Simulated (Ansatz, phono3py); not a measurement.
# KI (Fm-3m): lattice thermal conductivity, part 3 of 4

Aim: the lattice thermal conductivity of KI against temperature, and which phonons carry it.

Measurements to reproduce:
- thermal conductivity 2.6 W/m/K near room temperature (given in “Combining the AFLOW GIBBS and Elastic Libraries to efficiently and robustly screen thermo-mechanical properties of solids”, 2017, arXiv:1611.05714)
- thermal conductivity 2.6 W/m/K near room temperature (given in “Predicting the lattice thermal conductivity of solids by solving the Boltzmann transport equation: AFLOW - AAPL an automated, accurate and efficient framework”, 2017, arXiv:1611.05481)

Ansatz 0.2.0; DFT LDA, scalar-relativistic, plane waves, PAW; PAW set soft_1.

So far. Step 2 (A first coarse run): The start is under -1.3 GPa at this level and looks like an insulator or semiconductor on this mesh. Step 5 (Tight relaxation): The residual pressure is 1.0e-4 GPa, small enough for phonons. The relaxed cell has a = 6.818 Å (conventional setting).

### Step 6. A cheap rung, k-mesh 4×4×4, third order supercell 2×2×2

A small supercell and a short cutoff cost little, and show how far such settings carry.

Input file input.yaml:

```yaml
crystal:
  lattice:
    - [0.0, 3.4089447823, 3.4089447823]
    - [3.4089447823, 0.0, 3.4089447823]
    - [3.4089447823, 3.4089447823, 0.0]
  atoms:
    - { symbol: K, position: [0.0, 0.0, 0.0] }
    - { symbol: I, position: [0.5, 0.5, 0.5] }
kpoints:
  mp_grid: { grid: [4, 4, 4] }
hamiltonian:
  xc: lda
  pseudopotentials: { kind: paw, azcp: { folder: soft_1 }, xc_functional: pbe }
scf:
  occupations: { method: fixed }
  lower_state_search: "off"
output:
  eigenvalues: true
phonons:
  method: fd
  dielectric: true
  qmesh: [4, 4, 4]
  temperatures: { t_max: 1000, t_step: 50 }
  qpath:
    path:
      - [[0.0, 0.0, 0.0], [0.5, 0.0, 0.5], [0.625, 0.25, 0.625]]
      - [[0.375, 0.375, 0.75], [0.0, 0.0, 0.0], [0.5, 0.5, 0.5], [0.5, 0.25, 0.75], [0.5, 0.0, 0.5]]
    npoints: 10
  third_order: { supercell: [2, 2, 2], pair_cutoff: 3.559 }
  lattice_thermal_conductivity:
    qmesh: [9, 9, 9]
    temperatures: [50.0, 100.0, 150.0, 200.0, 300.0, 400.0, 500.0]
    isotope_mass_variance: [{ species: I, variance: 0.0 }, { species: K, variance: 0.000164 }]
```

On the command line:

```bash
$ ansatz run input.yaml --threads 8 --pin off --max-ram 19456MiB --backend cpu --events-out ev --progress --plain --runs-dir out
```

Numbers of over 12 decimals in the logs are rounded to 6 here.

Output:

```text
Warning: phonons.dielectric: true without phonons.rigid_motions: the static dielectric tensor ε⁰ will be withheld (ε∞, Z* and the rows of modes are given); for a crystal or a slab, whose only rigid motions are the translations, set phonons.rigid_motions: translations
[...]
Crystal: 8 atoms, lattice volume = 316.920 Å³
Basis set: ecut = 420 eV, 6151 PW (Γ), FFT grids on a1, a2, −2a1−2a2+a3
Bands: 63, of which v1, the nominal top of the filled ones, is band 52 counted from 1 (51 counted from 0)
Symmetry: 32 space group operations
k-points: 9 of 16
[...]
SCF iter   1: F=—  HF=-35420.707010 eV  |F-HF|=—  |Δ(HF+E_count)|=         —  Δρ=1.52e-8  dr2=2.98e-13  ethr=1.00e-12  ⟨swp⟩=3.0  Hψ=1458  notcnv=0
[...]
SCF iter   2: F=-35420.707010 eV  HF=-35420.707010 eV  |F-HF|=7.28e-12  |Δ(HF+E_count)|=    0.00e0  Δρ=7.00e-9  dr2=7.54e-14  ethr=1.00e-12  ⟨swp⟩=3.0  Hψ=1176  notcnv=0
SCF 1 converged in 2 iterations: F = -35420.707010 eV  dr2 = 7.54e-14
[...]
Crystal: 2 atoms, lattice volume = 79.230 Å³
Basis set: ecut = 420 eV, 1471 PW (Γ), exchange–correlation on 72×72×72 points (8 copies of the dense FFT grid, shifted against one another)
Bands: 17, of which v1, the nominal top of the filled ones, is band 13 counted from 1 (12 counted from 0)
Symmetry: 48 space group operations
k-points: 13 of 64 (irreducible under 8 space group operations, time reversal used)
[...]
SCF iter   4: F=-8855.176753 eV  HF=-8855.176753 eV  |F-HF|=2.00e-11  |Δ(HF+E_count)|=  3.46e-11  Δρ=1.98e-7  dr2=2.50e-11  ethr=1.00e-12  ⟨swp⟩=7.5  Hψ=918  notcnv=0
SCF 2 converged in 4 iterations: F = -8855.176753 eV  dr2 = 2.50e-11
[...]
NSCF: frozen V_eff on 1 k-points
DFPT response loops at Γ: preconditioner auto → none (the input reference at scf.mixing.eps_inf says where Resta's filter doesn't serve); β = 0.50; Broyden in place of MSR1
── the response to a field inside a basis, on 4×4×4 k-points: an SCF that follows is theirs, and a resumed run solves both again ──
Bands: 14, of which v1, the nominal top of the filled ones, is band 13 counted from 1 (12 counted from 0)
k-points: 10 of 64 (irreducible under 12 space group operations)
[...]
Eigensolver: Dense (10 Hₖ)
SCF iter   1: F=—  HF=-8855.173581 eV  |F-HF|=—  |Δ(HF+E_count)|=         —  Δρ=1.04e-4  dr2=6.15e-6  ethr=1.00e-1
[...]
SCF iter   3: F=-8855.173581 eV  HF=-8855.173581 eV  |F-HF|=6.97e-8  |Δ(HF+E_count)|=   2.90e-7  Δρ=1.98e-5  dr2=9.57e-8  ethr=1.80e-9
SCF 1 converged in 3 iterations: F = -8855.173581 eV  dr2 = 9.57e-8
[...]
Symmetry: 1 space group operations
k-points: 10 of 16 (time reversal used)
[...]
SCF iter   7: F=-35420.707005 eV  HF=-35420.707005 eV  |F-HF|=7.28e-12  |Δ(HF+E_count)|=  1.46e-11  Δρ=1.40e-8  dr2=5.79e-13  ethr=1.00e-12  ⟨swp⟩=5.6  Hψ=2548  notcnv=0
SCF 2 converged in 7 iterations: F = -35420.707005 eV  dr2 = 5.79e-13
[...]
SCF iter   7: F=-35420.707005 eV  HF=-35420.707005 eV  |F-HF|=7.28e-12  |Δ(HF+E_count)|=  7.28e-12  Δρ=1.07e-8  dr2=5.19e-13  ethr=1.00e-12  ⟨swp⟩=5.8  Hψ=2520  notcnv=0
SCF 3 converged in 7 iterations: F = -35420.707005 eV  dr2 = 5.19e-13
Basis set: ecut = 420 eV, 6123 PW (Γ), FFT grids on a1, a2, −a1+2a2+a3
Symmetry: 16 space group operations
k-points: 7 of 16
SCF iter   1: F=—  HF=-35420.707010 eV  |F-HF|=—  |Δ(HF+E_count)|=         —  Δρ=1.80e-7  dr2=3.73e-11  ethr=1.00e-12  ⟨swp⟩=3.0  Hψ=1088  notcnv=0
[...]
SCF iter   2: F=-35420.707010 eV  HF=-35420.707010 eV  |F-HF|=1.46e-11  |Δ(HF+E_count)|=  1.46e-11  Δρ=9.13e-8  dr2=8.48e-12  ethr=1.00e-12  ⟨swp⟩=4.0  Hψ=1277  notcnv=0
SCF 4 converged in 2 iterations: F = -35420.707010 eV  dr2 = 8.48e-12
Symmetry: 2 space group operations
k-points: 7 of 16 (time reversal used)
[...]
SCF iter   7: F=-35420.707005 eV  HF=-35420.707005 eV  |F-HF|=0.00e0  |Δ(HF+E_count)|=  7.28e-12  Δρ=1.28e-8  dr2=5.48e-13  ethr=1.00e-12  ⟨swp⟩=5.9  Hψ=1805  notcnv=0
SCF 5 converged in 7 iterations: F = -35420.707005 eV  dr2 = 5.48e-13
[...]
SCF 6 converged in 7 iterations: F = -35420.707005 eV  dr2 = 5.32e-13
[...]
SCF 7 converged in 6 iterations: F = -35420.707005 eV  dr2 = 5.26e-12
[...]
SCF 8 converged in 7 iterations: F = -35420.707005 eV  dr2 = 3.17e-13
Basis set: ecut = 420 eV, 6089 PW (Γ), FFT grids on a1, a2, −2a1+2a2+a3
Symmetry: 64 space group operations
k-points: 6 of 16
[...]
SCF 9 converged in 2 iterations: F = -35420.707010 eV  dr2 = 5.98e-14
[...]
SCF iter   2: F=—  HF=-70841.413011 eV  |F-HF|=—  |Δ(HF+E_count)|=   2.08e-4  Δρ=1.95e-4  dr2=7.13e-5  ethr=3.92e-7  ⟨swp⟩=2.0  Hψ=1200  notcnv=0  defer=112
[...]
SCF iter   6: F=-70841.413347 eV  HF=-70841.413347 eV  |F-HF|=1.46e-11  |Δ(HF+E_count)|=   8.86e-9  Δρ=3.00e-7  dr2=7.15e-10  ethr=1.00e-12  ⟨swp⟩=3.2  Hψ=2816  notcnv=0
SCF 32 converged in 6 iterations: F = -70841.413347 eV  dr2 = 7.15e-10
[...]
SCF iter   7: F=-70841.412429 eV  HF=-70841.412429 eV  |F-HF|=1.46e-11  |Δ(HF+E_count)|=  6.55e-10  Δρ=1.32e-7  dr2=1.45e-10  ethr=1.00e-12  ⟨swp⟩=4.0  Hψ=3408  notcnv=0
SCF 33 converged in 7 iterations: F = -70841.412429 eV  dr2 = 1.45e-10
[...]
SCF iter   7: F=-70841.412789 eV  HF=-70841.412789 eV  |F-HF|=4.37e-11  |Δ(HF+E_count)|=  5.82e-10  Δρ=1.57e-7  dr2=2.06e-10  ethr=1.00e-12  ⟨swp⟩=4.0  Hψ=2446  notcnv=0
SCF 34 converged in 7 iterations: F = -70841.412789 eV  dr2 = 2.06e-10
[...]
SCF iter   7: F=-70841.412097 eV  HF=-70841.412097 eV  |F-HF|=2.91e-11  |Δ(HF+E_count)|=  3.64e-10  Δρ=1.40e-7  dr2=1.53e-10  ethr=1.00e-12  ⟨swp⟩=4.0  Hψ=2380  notcnv=0
SCF 35 converged in 7 iterations: F = -70841.412097 eV  dr2 = 1.53e-10
[...]
SCF iter   7: F=-70841.412401 eV  HF=-70841.412401 eV  |F-HF|=1.46e-11  |Δ(HF+E_count)|=  5.09e-10  Δρ=1.46e-7  dr2=1.79e-10  ethr=1.00e-12  ⟨swp⟩=4.0  Hψ=3408  notcnv=0
SCF 36 converged in 7 iterations: F = -70841.412401 eV  dr2 = 1.79e-10
[...]
SCF iter   7: F=-70841.412762 eV  HF=-70841.412762 eV  |F-HF|=2.91e-11  |Δ(HF+E_count)|=  4.80e-10  Δρ=1.45e-7  dr2=1.41e-10  ethr=1.00e-12  ⟨swp⟩=4.0  Hψ=2436  notcnv=0
SCF 37 converged in 7 iterations: F = -70841.412762 eV  dr2 = 1.41e-10
[...]
SCF iter   7: F=-70841.412430 eV  HF=-70841.412430 eV  |F-HF|=2.91e-11  |Δ(HF+E_count)|=  6.98e-10  Δρ=1.38e-7  dr2=1.52e-10  ethr=1.00e-12  ⟨swp⟩=4.0  Hψ=3528  notcnv=0
SCF 38 converged in 7 iterations: F = -70841.412430 eV  dr2 = 1.52e-10
[...]
SCF iter   7: F=-70841.412408 eV  HF=-70841.412408 eV  |F-HF|=0.00e0  |Δ(HF+E_count)|=  5.24e-10  Δρ=1.47e-7  dr2=1.81e-10  ethr=1.00e-12  ⟨swp⟩=4.0  Hψ=3483  notcnv=0
SCF 39 converged in 7 iterations: F = -70841.412408 eV  dr2 = 1.81e-10
[...]
SCF iter   7: F=-70841.412017 eV  HF=-70841.412017 eV  |F-HF|=2.91e-11  |Δ(HF+E_count)|=  4.95e-10  Δρ=1.47e-7  dr2=1.74e-10  ethr=1.00e-12  ⟨swp⟩=4.0  Hψ=2646  notcnv=0
SCF 40 converged in 7 iterations: F = -70841.412017 eV  dr2 = 1.74e-10
SCF converged after 2 iterations
Free energy (F): -35420.707010 eV
[...]
Internal energy: -35420.707010 eV  (E = F + TS)
E sigma→0 (E₀):  -35420.707010 eV
Fermi energy:    2.942438 eV
[...]
--- Band table (eV; the first three rows and the last of 9) ---
  k-point 0: bands = [... 48 lower, 2.5023, 2.9424, 2.9424, 2.9424, 6.8103, 7.4455, 8.6859, 9.1269, ... 7 higher]
  k-point 1: bands = [... 48 lower, 2.7002, 2.7002, 2.7002, 2.7002, 7.9538, 7.9538, 8.3325, 8.3325, ... 7 higher]
  k-point 2: bands = [... 48 lower, 2.6875, 2.6875, 2.6875, 2.6875, 8.0904, 8.0904, 8.2558, 8.2558, ... 7 higher]
  k-point 8: bands = [... 48 lower, 2.4863, 2.4863, 2.4863, 2.4863, 8.3057, 8.3057, 9.2212, 9.2212, ... 7 higher]
--- Phonons: 12 displaced members + 5 references (amplitude of the first 0.0025 Å, Σ member SCF iterations 83) ---
  ASR residual: 4.437e-4 → 0.000e0 eV/Å²; symmetrization residual: 2.895e-4 eV/Å²
  largest component of a force at the reference: 5.0e-29 eV/Å
  ASR residual per site (eV/Å²): 4.10e-4 4.44e-4
  Γ frequencies (cm⁻¹): 0.00 0.00 0.00 114.72 114.72 114.72
  Unit cell's response to a homogeneous field: 3 representative field directions (Σ response iterations 9)
  ε∞ (high-frequency dielectric tensor):
        3.120429    -0.000000    -0.000000
       -0.000000     3.120429    -0.000000
       -0.000000    -0.000000     3.120429
  ε⁰ (static dielectric tensor): not given — the deck does not say what the cell's rigid motions are, and on a molecule in a box or a wire the rigid rotations would enter the sum over the modes at Γ. For a crystal or a slab, whose only rigid motions are the translations, set phonons.rigid_motions: translations.
  Born effective charges Z* (e; rows j = field, columns β = displacement):
    site 0:
         1.10429   -0.00000   -0.00000
         0.00000    1.10429    0.00000
        -0.00000   -0.00000    1.10429
    site 1:
        -1.10429    0.00000    0.00000
        -0.00000   -1.10429   -0.00000
         0.00000    0.00000   -1.10429
  Z* charge neutrality: 8.498e-4 e pre-enforcement
  solved inside a basis spanned on the 4×4×4 k-mesh, on 4×4×4 k-points, its susceptibility summed on 8×8×8: ε∞ is read to err by 6.7e-3, Z* by 1.8e-2 e; Z* is corrected for what the basis lacks
  optical modes at Γ without the LO–TO term, one row a degenerate level:
      ω (cm⁻¹)  modes    IR ((D/Å)²/amu)
        114.72      3             2.8238
  optical modes at Γ + LO–TO along q̂ = [1.0000, 0.0000, 0.0000]:
      ω (cm⁻¹)  modes    IR ((D/Å)²/amu)
        114.72      2             1.8825
        145.88      1             0.9413
  optical modes at Γ + LO–TO along q̂ = [0.0000, 1.0000, 0.0000]:
      ω (cm⁻¹)  modes    IR ((D/Å)²/amu)
        114.72      2             1.8825
        145.88      1             0.9413
  optical modes at Γ + LO–TO along q̂ = [0.0000, 0.0000, 1.0000]:
      ω (cm⁻¹)  modes    IR ((D/Å)²/amu)
        114.72      2             1.8825
        145.88      1             0.9413
--- Phonons (by wavevector): 8 wavevectors in 5 supercells ---
  supercell 1 (4 cells, vectors [1, 0, 0], [-1, 1, 1], [0, 0, 4] in multiples of the cell's): 2 displaced members by 0.0025 Å; free energy -35420.707010 eV; taken off its force constants: by the sum rule 8.9e-5, by the symmetrisation 2.5e-4 eV/Å²
  symmetry images taken by strict's conditions (phonons.symmetry_images: auto; settled by no image being taken that strict refuses)
[...]
q = [0.0000, 0.0000, 0.0000] (star 1, supercell 1; hermiticity 1.22e-22, symmetrization 1.32e-5): -0.00 0.00 0.00 114.72 114.72 114.72
[...]
joined force constants: q→R imaginary residual 5.90e-18
  density of states and harmonic sums: on the 16×16×16 q-mesh, interpolated from the force constants of a 4×4×4 supercell (with the dipole–dipole term)
  largest difference from the sums on the solved wave vectors: F 1.49e-2 eV, S 1.89e-5 and C_V 3.97e-6 eV/K
  zero-point energy: 0.030834 eV/cell   skipped modes (ω ≤ 0): 3   left out of the sums: 1.22e-4 of the cell's modes: C_V's classical limit lies that fraction below 3 k_B per atom; for a crystal, a wire or a layer, F and S can be off by more, and a phonons.interpolated_qmesh denser along its periods is the remedy for the sampling
--- Third-order force constants: 22 member SCFs in a 2×2×2 supercell (pair cutoff 3.559 Å, amplitude 0.03 Å, SCF threshold 1.00e-9 eV, Σ member SCF iterations 152) ---
[...]
38 force-constant blocks with the first atom in the home cell, fitted with 6 parameters over 4 symmetry orbits; no atom triplet left out
  sum-rule residual: 7.787e-2 → 4.441e-16 eV/Å³; symmetrization residual: 3.749e-3 eV/Å³; largest sum-rule correction relative to its orbit: 3.124e-2, on the orbit of the block of home site 0 with site 1 of cell (-1, -1, 0) and site 0 of cell (0, 0, 0), whose norm before the correction was 3.446e0 eV/Å³
--- Lattice thermal conductivity: 9×9×9 mesh (35 irreducible points), tetrahedron method ---
  three-phonon and isotope scattering only; four-phonon, boundary and, in a metal, phonon-electron scattering are left out
  each conductivity is what the modes' populations carry and what the coherences between them add
  conductivity (a third of the tensor's trace), W/(m K), in the relaxation-time approximation and from the full solution:
       T (K)   relaxation time   full solution  iterations             ending  least Ritz value
       50.00           46.1013         48.9751           8          converged          6.268e-1
      100.00           19.9108         21.0589           9          converged          5.976e-1
      150.00           12.8799         13.6301           9          converged          5.881e-1
      200.00            9.5700         10.1324           9          converged          5.838e-1
      300.00            6.3574          6.7347           9          converged          5.797e-1
      400.00            4.7788          5.0632           9          converged          5.777e-1
      500.00            3.8385          4.0669           9          converged          5.766e-1
```

The job ended after 73 s (8 threads of Arm Neoverse V2, shared host; peak memory 2.7 GiB).

Numbers from this step:

```yaml
gamma_frequencies: 0, 0, 0, 114.7, 114.7, 114.7 cm⁻¹ (negative: imaginary)
lowest_frequency_on_the_path: 0 cm⁻¹
zero_point_energy: 0.03083 eV/cell
point_group: m-3m
highest_frequency: 145.9 cm⁻¹
debye_temperature_from_the_second_moment: 169 K
kappa_at_300_k_relaxation_time: 6.357 W/m/K
kappa_at_300_k_full_solution: 6.735 W/m/K
dipole_term: run
mean_free_path_at_half_of_kappa: 54.2 nm
share_of_kappa_above_the_three_lowest_branches: 0.021
third_order_blocks: 38
periodic_aliases_dropped: 0
largest_relative_sum_rule_correction: 0.03124
displaced_cells_third_order: 22
```

W/m/K. Kappa, by row:

| T (K) | RTA xx | RTA yy | RTA zz | full xx | full yy | full zz | coherence part xx | coherence part yy | coherence part zz | ending | iterations | least Ritz value |
| --- | --- | --- | --- | --- | --- | --- | --- | --- | --- | --- | --- | --- |
| 50 | 46.1 | 46.1 | 46.1 | 48.98 | 48.98 | 48.98 | 0.008134 | 0.008134 | 0.008134 | converged | 8 | 0.627 |
| 100 | 19.91 | 19.91 | 19.91 | 21.06 | 21.06 | 21.06 | 0.02255 | 0.02255 | 0.02255 | converged | 9 | 0.598 |
| 150 | 12.88 | 12.88 | 12.88 | 13.63 | 13.63 | 13.63 | 0.033 | 0.033 | 0.033 | converged | 9 | 0.588 |
| 200 | 9.57 | 9.57 | 9.57 | 10.13 | 10.13 | 10.13 | 0.04122 | 0.04122 | 0.04122 | converged | 9 | 0.584 |
| 300 | 6.357 | 6.357 | 6.357 | 6.735 | 6.735 | 6.735 | 0.05388 | 0.05388 | 0.05388 | converged | 9 | 0.58 |
| 400 | 4.779 | 4.779 | 4.779 | 5.063 | 5.063 | 5.063 | 0.06324 | 0.06324 | 0.06324 | converged | 9 | 0.578 |
| 500 | 3.838 | 3.838 | 3.838 | 4.067 | 4.067 | 4.067 | 0.07025 | 0.07025 | 0.07025 | converged | 9 | 0.577 |

This rung gives 6.36 W/(m K) at 300 K by relaxation time, but with 16 atoms, 1 neighbour distance inside the cutoff and a 9×9×9 mesh it is a test, not the conductivity of the crystal.

[end of part 3 of 4]

[Logs are printed without paths, hosts, clocks, repeated set-up lines and the standing remarks that a program may print on its own settings, such as how far it seeks lower states.]

[Hosts, paths, dates, database ids (printed as entryN), source tags and the programs' standing remarks are cut or masked in the printed files.]

[A step with changed settings may run another functional than the one named; its input shows which.]
